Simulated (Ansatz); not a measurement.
# Ba on Mo(110): change of the work function

Wanted: Δφ(θ) for Ba/Mo(110), starting from the hollow site.

Main program and level: Ansatz 0.2.0; plane-wave DFT, PBE, Ansatz PAW.

## 1. The system as given

The cell holds 4 atoms: 4 Mo. Cell: a = 2.728 Å, b = 2.728 Å, c = 24.682 Å, α = 90.0°, β = 90.0°, γ = 70.5°. Vacuum lies along c.

Structure file:

```cif
data_structure
_symmetry_space_group_name_H-M 'P 1'
_symmetry_Int_Tables_number 1
_cell_length_a 2.7280
_cell_length_b 2.7280
_cell_length_c 24.6822
_cell_angle_alpha 90.000
_cell_angle_beta 90.000
_cell_angle_gamma 70.529
_cell_volume 173.18
loop_
_atom_site_label
_atom_site_type_symbol
_atom_site_fract_x
_atom_site_fract_y
_atom_site_fract_z
_atom_site_occupancy
Mo1 Mo 0.00000 0.00000 0.36464 1
Mo2 Mo 0.50000 0.50000 0.45488 1
Mo3 Mo 0.00000 0.00000 0.54512 1
Mo4 Mo 0.50000 0.50000 0.63536 1
```

## 2. The clean slab

The bare slab comes first, as the zero from which every change is counted. The two lowest layers are held at bulk places and the upper ones relax. The dipole correction removes the false field that a one-sided slab makes across the periodic vacuum, so each face gets a flat vacuum level of its own.

Input file input.yaml:

```yaml
crystal:
  lattice:
    - [2.2273863607, -1.575, 0.0]
    - [2.2273863607, 1.575, 0.0]
    - [0.0, 0.0, 24.6821590822]
  atoms:
    - { symbol: Mo, position: [0.0, 0.0, 0.3646358477] }
    - { symbol: Mo, position: [0.5, 0.5, 0.4548786159] }
    - { symbol: Mo, position: [0.0, 0.0, 0.5451213841] }
    - { symbol: Mo, position: [0.5, 0.5, 0.6353641523] }
kpoints:
  mp_grid: { grid: [12, 12, 1] }
hamiltonian:
  xc: pbe
scf:
  occupations: { method: fermi_dirac, width: 0.1 }
  convergence: { dr2_threshold: 1.0e-08 }
efield:
  axis: 3
  dipole_correction: true
  ramp_position: 0.97
  ramp_width: 0.06
relax:
  f_tol: 0.02
  max_steps: 60
  constraints: [{ sites: [0, 1] }]
output:
  write_potential: true
  write_density: true
  volumetric_format: npy
```

Run with:

```sh
> ansatz run input.yaml --threads 4 --pin off --max-ram 16384MiB --backend cpu --events-out ev --progress --plain --runs-dir out
```

Standard output:

```text
Engine: ansatz 0.2.0, aarch64-unknown-linux-gnu
Pseudopotentials: kind: paw
Pseudopotential: Mo, paw, valence charge 14, recommended cutoff 420 eV (normal), Mo.paw.azcp
Functional definition: PBE
  parameter kappa = 0.804
  parameter beta = 0.066725
  exchange = pbe_x(kappa = kappa, mu = beta*pi^2/3)
  correlation = pbe_c(beta = beta)
Crystal: 4 atoms, lattice volume = 173.177 Å³
Basis set: ecut = 420 eV, 3445 PW (Γ), exchange–correlation on 40×40×360 points (8 copies of the dense FFT grid, shifted against one another)
Bands: 34, of which v1, the nominal top of the filled ones, is band 28 counted from 1 (27 counted from 0)
Symmetry: 4 space group operations
k-points: 43 of 144
Non-local potential: Mo, projectors of the file, l = 0: 3, l = 1: 2, l = 2: 2, l = 3: 1
PAW form: soft (Blöchl's): semilocal exchange-correlation on the pseudo side does not see the compensation charge
PAW one-centre angular grid: Mo, 590 points (default); XC on 64 Gauss nodes
Initial density: superposition of atomic densities (neutral atoms: chi_scale 0, normalization atom), corrected by the library's trained network
Initial wavefunctions: pseudopotential atomic-orbital guess
Functional: x = pbe(κ = 0.804, μ = 0.219515), c = pbe(β = 0.066725)
SCF iter   1: F=—  HF=-19821.647128 eV  |F-HF|=—  |Δ(HF+E_count)|=         —  Δρ=3.78e-3  dr2=1.40e-1  ethr=1.77e-3  p=-0.000 e·Å  D=-4.77e-14 V/Å  ΔV_dip=0.00 eV  dr2_dipole=1.17e-6  V_vac-E_F(+/−)=4.86/4.86 eV  ⟨swp⟩=8.9  Hψ=15645  notcnv=0  defer=5
efield: sawtooth ramp at fractional position 0.9700 (set: `efield.ramp_position`, or a place that a band, a saddle search or an elastic batch's reference lends), width 0.0600; the density the first Hamiltonian is built on has a dipole p = -0.000 e·Å; the dipole correction subtracts the counter field D = -4.77e-14 V/Å, which shifts the + side's vacuum level by +0.00 eV against the − side's; the planar-averaged density in the ramp window peaks in size at 1.4e-5 e/Å³
automatic band count: the SCF goes on with 40 bands, as 34 were too few: the levels above may hold too much charge
preconditioner: auto → LDOS  [metal: Δε(μ)=0.026 eV  Ē_g=5.170 eV  σ=0.100 eV  W_gap=0.07  n_scr=16 (ndim 8)  ℏωp=13.8 eV  f_vac=0.563  D(μ)=3.57/eV (n_scr^D=14)  β→1.0]
SCF iter   2: F=—  HF=-19821.643445 eV  |F-HF|=—  |Δ(HF+E_count)|=   3.68e-3  Δρ=1.93e-3  dr2=1.96e-2  ethr=2.50e-4  p=0.000 e·Å  D=4.94e-6 V/Å  ΔV_dip=-0.00 eV  dr2_dipole=1.04e-6  V_vac-E_F(+/−)=4.70/4.70 eV  ⟨swp⟩=2.1  Hψ=2763  notcnv=0  defer=21
SCF iter   3: F=—  HF=-19821.641432 eV  |F-HF|=—  |Δ(HF+E_count)|=   2.01e-3  Δρ=5.02e-4  dr2=1.45e-3  ethr=3.50e-5  p=0.000 e·Å  D=3.71e-6 V/Å  ΔV_dip=-0.00 eV  dr2_dipole=1.26e-7  V_vac-E_F(+/−)=4.72/4.72 eV  ⟨swp⟩=2.2  Hψ=2388  notcnv=0  defer=21
SCF iter   4: F=—  HF=-19821.641192 eV  |F-HF|=—  |Δ(HF+E_count)|=   2.41e-4  Δρ=1.36e-4  dr2=7.48e-5  ethr=2.60e-6  p=0.000 e·Å  D=1.73e-6 V/Å  ΔV_dip=-0.00 eV  dr2_dipole=3.26e-8  V_vac-E_F(+/−)=4.71/4.71 eV  ⟨swp⟩=3.0  Hψ=2598  notcnv=0  defer=21
SCF iter   5: F=—  HF=-19821.641212 eV  |F-HF|=—  |Δ(HF+E_count)|=   2.06e-5  Δρ=3.96e-5  dr2=6.14e-6  ethr=1.34e-7  p=0.000 e·Å  D=1.84e-7 V/Å  ΔV_dip=-0.00 eV  dr2_dipole=7.59e-10  V_vac-E_F(+/−)=4.70/4.70 eV  ⟨swp⟩=2.6  Hψ=2473  notcnv=0  defer=21
SCF iter   6: F=—  HF=-19821.641292 eV  |F-HF|=—  |Δ(HF+E_count)|=   7.97e-5  Δρ=1.55e-5  dr2=8.69e-7  ethr=1.10e-8  p=-0.000 e·Å  D=-9.75e-8 V/Å  ΔV_dip=0.00 eV  dr2_dipole=2.59e-12  V_vac-E_F(+/−)=4.70/4.70 eV  ⟨swp⟩=2.1  Hψ=2413  notcnv=0  defer=21
SCF iter   7: F=—  HF=-19821.641293 eV  |F-HF|=—  |Δ(HF+E_count)|=   4.78e-7  Δρ=4.02e-6  dr2=7.38e-8  ethr=1.55e-9  p=-0.000 e·Å  D=-1.25e-7 V/Å  ΔV_dip=0.00 eV  dr2_dipole=3.69e-11  V_vac-E_F(+/−)=4.69/4.69 eV  ⟨swp⟩=2.1  Hψ=2303  notcnv=0  defer=21
SCF iter   8: F=-19821.641293 eV  HF=-19821.641293 eV  |F-HF|=4.27e-9  |Δ(HF+E_count)|=   8.39e-8  Δρ=1.47e-6  dr2=6.62e-9  ethr=1.79e-11  p=-0.000 e·Å  D=-2.43e-8 V/Å  ΔV_dip=0.00 eV  dr2_dipole=1.83e-12  V_vac-E_F(+/−)=4.69/4.69 eV  ⟨swp⟩=10.7  Hψ=11440  notcnv=0
SCF 1 converged in 8 iterations: F = -19821.641293 eV  dr2 = 6.62e-9
  greatest PAW one-centre occupation: 0.998 electrons in one spin orbital (limit 2), on the Mo atom at site 0 (counted from 0), in its partial waves of l = 0
relax step   1: F+E_penalty+E_count = -19821.64129266 eV  Δ(F+E_penalty+E_count) = +0.000e0 eV  max|allowed force component| = 6.071e-1 eV/Å  Δτ_max = 0.0000 Å  (8 SCF iters, accepted)
Bands: 40, of which v1, the nominal top of the filled ones, is band 28 counted from 1 (27 counted from 0)
Initial density: handed on by an earlier stage of this run
Initial wavefunctions: those handed on with the density
iter 1 solved again at ethr=6.81e-4 eV; its pass at ethr=3.10e-3 eV (dr2=3.81e-1 eV) is discarded
SCF iter   1: F=—  HF=-19821.655302 eV  |F-HF|=—  |Δ(HF+E_count)|=         —  Δρ=9.01e-3  dr2=3.79e-1  ethr=6.81e-4  p=0.000 e·Å  D=7.11e-7 V/Å  ΔV_dip=-0.00 eV  dr2_dipole=2.16e-3  V_vac-E_F(+/−)=4.71/4.71 eV  ⟨swp⟩=1.6  Hψ=6582  notcnv=0  defer=26
efield: sawtooth ramp at fractional position 0.9700 (set: `efield.ramp_position`, or a place that a band, a saddle search or an elastic batch's reference lends), width 0.0600; the density the first Hamiltonian is built on has a dipole p = 0.000 e·Å; the dipole correction subtracts the counter field D = 7.11e-7 V/Å, which shifts the + side's vacuum level by -0.00 eV against the − side's; the planar-averaged density in the ramp window peaks in size at 3.6e-6 e/Å³
preconditioner: auto → LDOS  [metal: Δε(μ)=0.032 eV  Ē_g=5.280 eV  σ=0.100 eV  W_gap=0.08  n_scr=16 (ndim 8)  ℏωp=13.8 eV  f_vac=0.569  D(μ)=3.64/eV (n_scr^D=14)  β→1.0]
SCF iter   2: F=—  HF=-19821.637650 eV  |F-HF|=—  |Δ(HF+E_count)|=   1.77e-2  Δρ=4.01e-3  dr2=1.08e-1  ethr=6.78e-4  p=0.007 e·Å  D=7.44e-3 V/Å  ΔV_dip=-0.18 eV  dr2_dipole=1.22e-3  V_vac-E_F(+/−)=4.51/4.69 eV  ⟨swp⟩=2.3  Hψ=2710  notcnv=0  defer=26
SCF iter   3: F=—  HF=-19821.629266 eV  |F-HF|=—  |Δ(HF+E_count)|=   8.38e-3  Δρ=1.79e-3  dr2=1.82e-2  ethr=1.92e-4  p=0.006 e·Å  D=6.37e-3 V/Å  ΔV_dip=-0.16 eV  dr2_dipole=2.87e-4  V_vac-E_F(+/−)=4.55/4.71 eV  ⟨swp⟩=2.4  Hψ=3010  notcnv=0  defer=26
SCF iter   4: F=—  HF=-19821.625514 eV  |F-HF|=—  |Δ(HF+E_count)|=   3.75e-3  Δρ=4.20e-4  dr2=7.00e-4  ethr=3.26e-5  p=0.007 e·Å  D=7.29e-3 V/Å  ΔV_dip=-0.18 eV  dr2_dipole=1.75e-5  V_vac-E_F(+/−)=4.52/4.70 eV  ⟨swp⟩=3.0  Hψ=2790  notcnv=0  defer=26
[...]
preconditioner: auto → LDOS  [metal: Δε(μ)=0.017 eV  Ē_g=5.205 eV  σ=0.100 eV  W_gap=0.04  n_scr=16 (ndim 8)  ℏωp=13.8 eV  f_vac=0.567  D(μ)=3.42/eV (n_scr^D=14)  β→1.0]
SCF iter   2: F=—  HF=-19821.665870 eV  |F-HF|=—  |Δ(HF+E_count)|=   3.93e-3  Δρ=2.32e-3  dr2=4.41e-2  ethr=1.98e-4  p=0.006 e·Å  D=6.20e-3 V/Å  ΔV_dip=-0.15 eV  dr2_dipole=3.08e-3  V_vac-E_F(+/−)=4.55/4.71 eV  ⟨swp⟩=2.0  Hψ=2812  notcnv=0  defer=26
SCF iter   3: F=—  HF=-19821.662933 eV  |F-HF|=—  |Δ(HF+E_count)|=   2.94e-3  Δρ=8.29e-4  dr2=4.40e-3  ethr=7.87e-5  p=0.006 e·Å  D=6.03e-3 V/Å  ΔV_dip=-0.15 eV  dr2_dipole=6.38e-4  V_vac-E_F(+/−)=4.55/4.70 eV  ⟨swp⟩=2.0  Hψ=2291  notcnv=0  defer=26
SCF iter   4: F=—  HF=-19821.662283 eV  |F-HF|=—  |Δ(HF+E_count)|=   6.51e-4  Δρ=2.74e-4  dr2=4.17e-4  ethr=7.86e-6  p=0.005 e·Å  D=5.31e-3 V/Å  ΔV_dip=-0.13 eV  dr2_dipole=6.02e-5  V_vac-E_F(+/−)=4.57/4.70 eV  ⟨swp⟩=3.5  Hψ=3106  notcnv=0  defer=26
SCF iter   5: F=—  HF=-19821.662246 eV  |F-HF|=—  |Δ(HF+E_count)|=   3.68e-5  Δρ=7.82e-5  dr2=1.95e-5  ethr=7.45e-7  p=0.005 e·Å  D=5.03e-3 V/Å  ΔV_dip=-0.12 eV  dr2_dipole=1.51e-6  V_vac-E_F(+/−)=4.57/4.70 eV  ⟨swp⟩=2.5  Hψ=2546  notcnv=0  defer=26
SCF iter   6: F=—  HF=-19821.662253 eV  |F-HF|=—  |Δ(HF+E_count)|=   7.25e-6  Δρ=2.97e-5  dr2=1.84e-6  ethr=3.47e-8  p=0.005 e·Å  D=4.92e-3 V/Å  ΔV_dip=-0.12 eV  dr2_dipole=6.05e-9  V_vac-E_F(+/−)=4.57/4.70 eV  ⟨swp⟩=2.1  Hψ=2333  notcnv=0  defer=26
SCF iter   7: F=—  HF=-19821.662328 eV  |F-HF|=—  |Δ(HF+E_count)|=   7.45e-5  Δρ=1.27e-5  dr2=5.17e-7  ethr=3.28e-9  p=0.005 e·Å  D=4.84e-3 V/Å  ΔV_dip=-0.12 eV  dr2_dipole=2.83e-8  V_vac-E_F(+/−)=4.58/4.70 eV  ⟨swp⟩=2.1  Hψ=2436  notcnv=0  defer=26
SCF iter   8: F=—  HF=-19821.662328 eV  |F-HF|=—  |Δ(HF+E_count)|=   8.29e-8  Δρ=2.78e-6  dr2=3.22e-8  ethr=9.24e-10  p=0.005 e·Å  D=4.83e-3 V/Å  ΔV_dip=-0.12 eV  dr2_dipole=1.60e-9  V_vac-E_F(+/−)=4.58/4.70 eV  ⟨swp⟩=2.8  Hψ=3061  notcnv=0  defer=26
SCF iter   9: F=-19821.662328 eV  HF=-19821.662328 eV  |F-HF|=6.62e-9  |Δ(HF+E_count)|=   1.90e-8  Δρ=8.02e-7  dr2=1.26e-9  ethr=1.79e-11  p=0.005 e·Å  D=4.82e-3 V/Å  ΔV_dip=-0.12 eV  dr2_dipole=8.06e-15  V_vac-E_F(+/−)=4.58/4.70 eV  ⟨swp⟩=10.1  Hψ=11130  notcnv=0
SCF 3 converged in 9 iterations: F = -19821.662328 eV  dr2 = 1.26e-9
relax step   3: F+E_penalty+E_count = -19821.66232783 eV  Δ(F+E_penalty+E_count) = -2.104e-2 eV  max|allowed force component| = 1.718e-1 eV/Å  Δτ_max = 0.0695 Å  (9 SCF iters, accepted)
SCF iter   1: F=—  HF=-19821.663916 eV  |F-HF|=—  |Δ(HF+E_count)|=         —  Δρ=8.39e-4  dr2=3.50e-3  ethr=6.23e-5  p=0.005 e·Å  D=4.82e-3 V/Å  ΔV_dip=-0.12 eV  dr2_dipole=1.17e-4  V_vac-E_F(+/−)=4.57/4.69 eV  ⟨swp⟩=2.4  Hψ=3395  notcnv=0  defer=26
efield: sawtooth ramp at fractional position 0.9700 (set: `efield.ramp_position`, or a place that a band, a saddle search or an elastic batch's reference lends), width 0.0600; the density the first Hamiltonian is built on has a dipole p = 0.005 e·Å; the dipole correction subtracts the counter field D = 4.82e-3 V/Å, which shifts the + side's vacuum level by -0.12 eV against the − side's; the planar-averaged density in the ramp window peaks in size at 4.2e-6 e/Å³
preconditioner: auto → LDOS  [metal: Δε(μ)=0.010 eV  Ē_g=5.198 eV  σ=0.100 eV  W_gap=0.02  n_scr=16 (ndim 8)  ℏωp=13.8 eV  f_vac=0.567  D(μ)=3.47/eV (n_scr^D=14)  β→1.0]
SCF iter   2: F=—  HF=-19821.663778 eV  |F-HF|=—  |Δ(HF+E_count)|=   1.38e-4  Δρ=4.26e-4  dr2=1.37e-3  ethr=6.24e-6  p=0.004 e·Å  D=4.06e-3 V/Å  ΔV_dip=-0.10 eV  dr2_dipole=2.10e-5  V_vac-E_F(+/−)=4.60/4.70 eV  ⟨swp⟩=2.0  Hψ=2569  notcnv=0  defer=26
SCF iter   3: F=—  HF=-19821.663680 eV  |F-HF|=—  |Δ(HF+E_count)|=   9.75e-5  Δρ=1.70e-4  dr2=1.67e-4  ethr=2.44e-6  p=0.004 e·Å  D=4.18e-3 V/Å  ΔV_dip=-0.10 eV  dr2_dipole=3.14e-6  V_vac-E_F(+/−)=4.59/4.69 eV  ⟨swp⟩=2.0  Hψ=2242  notcnv=0  defer=26
SCF iter   4: F=—  HF=-19821.663648 eV  |F-HF|=—  |Δ(HF+E_count)|=   3.23e-5  Δρ=4.02e-5  dr2=5.53e-6  ethr=2.98e-7  p=0.004 e·Å  D=4.07e-3 V/Å  ΔV_dip=-0.10 eV  dr2_dipole=5.62e-7  V_vac-E_F(+/−)=4.60/4.70 eV  ⟨swp⟩=3.4  Hψ=3040  notcnv=0  defer=26
SCF iter   5: F=—  HF=-19821.663725 eV  |F-HF|=—  |Δ(HF+E_count)|=   7.67e-5  Δρ=1.23e-5  dr2=5.71e-7  ethr=9.88e-9  p=0.004 e·Å  D=3.99e-3 V/Å  ΔV_dip=-0.10 eV  dr2_dipole=4.19e-8  V_vac-E_F(+/−)=4.60/4.70 eV  ⟨swp⟩=2.7  Hψ=2627  notcnv=0  defer=26
SCF iter   6: F=—  HF=-19821.663725 eV  |F-HF|=—  |Δ(HF+E_count)|=   2.10e-7  Δρ=3.79e-6  dr2=5.79e-8  ethr=1.02e-9  p=0.004 e·Å  D=3.95e-3 V/Å  ΔV_dip=-0.10 eV  dr2_dipole=2.24e-9  V_vac-E_F(+/−)=4.60/4.70 eV  ⟨swp⟩=2.3  Hψ=2351  notcnv=0  defer=26
SCF iter   7: F=-19821.663725 eV  HF=-19821.663725 eV  |F-HF|=3.88e-9  |Δ(HF+E_count)|=   3.93e-8  Δρ=1.56e-6  dr2=8.52e-9  ethr=1.79e-11  p=0.004 e·Å  D=3.94e-3 V/Å  ΔV_dip=-0.10 eV  dr2_dipole=2.54e-10  V_vac-E_F(+/−)=4.60/4.70 eV  ⟨swp⟩=10.8  Hψ=11535  notcnv=0
SCF 4 converged in 7 iterations: F = -19821.663725 eV  dr2 = 8.52e-9
relax step   4: F+E_penalty+E_count = -19821.66372504 eV  Δ(F+E_penalty+E_count) = -1.397e-3 eV  max|allowed force component| = 6.160e-3 eV/Å  Δτ_max = 0.0105 Å  (7 SCF iters, accepted)
NSCF: frozen V_eff on 43 k-points
the band table was solved once a step of the walk had ended and its energy, with any forces and stress, was formed, with the checks that follow a solve (8320 applications of the Hamiltonian). They found nothing against the state; the energy, forces and stress were not computed again (output.eigenvalues in the input reference)
SCF converged after 7 iterations
Free energy (F): -19821.663725 eV
Harris-Foulkes:  -19821.663725 eV  (|F-HF|=3.88e-9)
Internal energy: -19821.546906 eV  (E = F + TS)
E sigma→0 (E₀):  -19821.605316 eV
Entropy (-TS):   -0.116819 eV (-29.205 meV/atom)
Fermi energy:    4.749028 eV
Dipole field:    D = 0.003959 V/Å  (p = 0.003789 e·Å, saw-weighted, corrected)
Work function:   Φ+ = 4.5981 eV   Φ− = 4.6959 eV
Levels:          The Fermi level and band energies are counted from a zero that moves with the ramp; work functions are not
--- Per-component energies (eV) ---
  E_band       = -1128.803101
  E_kinetic    = 1758.636077
  E_local      = -73076.344926  (includes V_loc(G=0)·N_el)
  E_nonlocal   = 573.008626
  E_hartree    = 35551.714988
  E_xc         = -730.509318
  E_vxc        = -911.323818  (∫ρ·V_xc dr)
  E_paw        = -12805.328642  (= ΣΔE_a)
  E_vpaw       = -576.218629  (= ΣTr[D̂ρ^β])
  E_aug_tail   = 0.000170  (compensation charges beyond the density's cutoff)
  E_efield     = 0.000007  (sawtooth field / dipole correction)
  E_vefield    = 0.002053  (∫n·V_field dr)
  E_ewald      = 28907.276112
  E_smearing   = -0.116819  (= −TS)
  E_closure    = -0.000000  (closes the sum)
  Σ components = -19821.663725   (vs F -19821.663725, Δ=0.00e0)
--- Forces (eV/Å), atoms counted from 1 ---
  atom   1  Mo     0.00000000     0.00000000     0.48968382
  atom   2  Mo     0.00000000    -0.00000000    -0.48732685
  atom   3  Mo     0.00000000    -0.00000000    -0.00615989
  atom   4  Mo     0.00000000     0.00000000     0.00374740
  max |Σ_I F_I| component: 5.55e-5 eV/Å
--- Band table (eV; the first three rows and the last of 43) ---
  k-point 0: bands = [... 24 lower, 3.2679, 3.3587, 3.5222, 3.7666, 4.8655, 5.1015, 5.8499, 5.9160, ... 8 higher]
  k-point 1: bands = [... 24 lower, 3.1262, 3.2374, 3.5562, 3.9741, 4.5550, 5.1890, 5.4643, 5.7715, ... 8 higher]
  k-point 2: bands = [... 24 lower, 2.9540, 3.0742, 3.7021, 3.9784, 4.4501, 4.6794, 5.6510, 5.7078, ... 8 higher]
  k-point 42: bands = [... 24 lower, 3.2412, 5.2680, 5.2859, 5.5507, 5.7353, 6.1980, 7.4154, 7.7054, ... 8 higher]
--- Relaxed structure (4 steps of the walk, 3 accepted, 0 SCFs on fresh bases) ---
  F+E_penalty+E_count = -19821.66372504 eV   max|allowed force component| = 6.160e-3 eV/Å
  atoms:
    - { symbol: Mo, position: [0.0, 0.0, 0.364636] }
    - { symbol: Mo, position: [0.500000, 0.500000, 0.454879] }
    - { symbol: Mo, position: [-3.918099e-19, 3.918099e-19, 0.546022] }
    - { symbol: Mo, position: [0.500000, 0.500000, 0.632974] }
```

Run time: 24 s. Hardware: 4 threads of Arm Neoverse V1, shared host; peak memory 0.59 GiB.

In the SCF lines HF is the Harris–Foulkes energy and dr2 the Hartree energy of the density residual, in eV; the loop may stop once dr2 is under the threshold and the program's other checks hold. Hψ counts applications of the Hamiltonian.

Relaxation path:

```tsv
step	energy less that of the first step (eV)	largest force component (eV/Å)
1	0.0000	0.6071
2	0.0156	0.8030
3	-0.0210	0.1718
4	-0.0224	0.0062
```

Relaxation step 2 was tried and not accepted.

Forces are held to the 4 operations that the program found; a distortion that breaks them can't arise in this run.

The atoms that moved most (Å):

```tsv
atom	dx	dy	dz	length
Mo4	0.000	0.000	-0.059	0.059
Mo3	0.000	0.000	0.022	0.022
```

Numbers from this step:

- energy at zero smearing: -19821.6053 eV
- work function, upper face: 4.598 eV
- work function, lower face: 4.696 eV
- dipole along the normal: 0.003789 e·Å
- step between the vacuum levels: -0.09771 eV

Running mean over 2.227 Å of the planar mean; the ramp of the sawtooth is left out. Electron's electrostatic potential energy less the Fermi level against z:

```tsv
z (Å)	electron's electrostatic potential energy less the Fermi level (eV)
3.5	4.70
4.0	4.69
4.5	4.69
5.0	4.68
5.5	4.65
6.0	4.55
6.5	4.23
7.0	3.21
7.5	-0.134
8.0	-5.98
8.5	-10.8
9.0	-12.4
9.5	-12.6
10.0	-12.7
10.5	-12.8
11.0	-12.9
11.5	-12.9
12.0	-12.7
12.5	-12.7
13.0	-12.8
13.5	-13.0
14.0	-13.4
14.5	-13.7
15.0	-13.3
15.5	-12.7
16.0	-11.5
16.5	-7.48
17.0	-1.49
17.5	2.59
18.0	3.99
18.5	4.41
19.0	4.54
19.5	4.58
20.0	4.59
20.5	4.60
21.0	4.60
21.5	4.60
```

The relaxation took 4 steps and lowered the energy by 0.022 eV; the largest force on the free atoms ends at 0.0062 eV/Å.

The work function of the upper face is 4.60 eV.

(Part 1 of 3 ends here.)

[Long decimals in the printed logs are rounded to 6 places.]

[Logs are printed without paths, hosts, clocks, repeated set-up lines and the standing remarks that a program may print on its own settings, such as how far it seeks lower states.]

[Hosts, paths, dates, database ids (printed as entryN), source tags and the programs' standing remarks are cut or masked in the printed files.]

[Maps of the electrostatic potential energy from Ansatz leave out the sawtooth potential of an applied field or a dipole correction, so their vacuum need not be flat; planar profiles and work functions include it.]
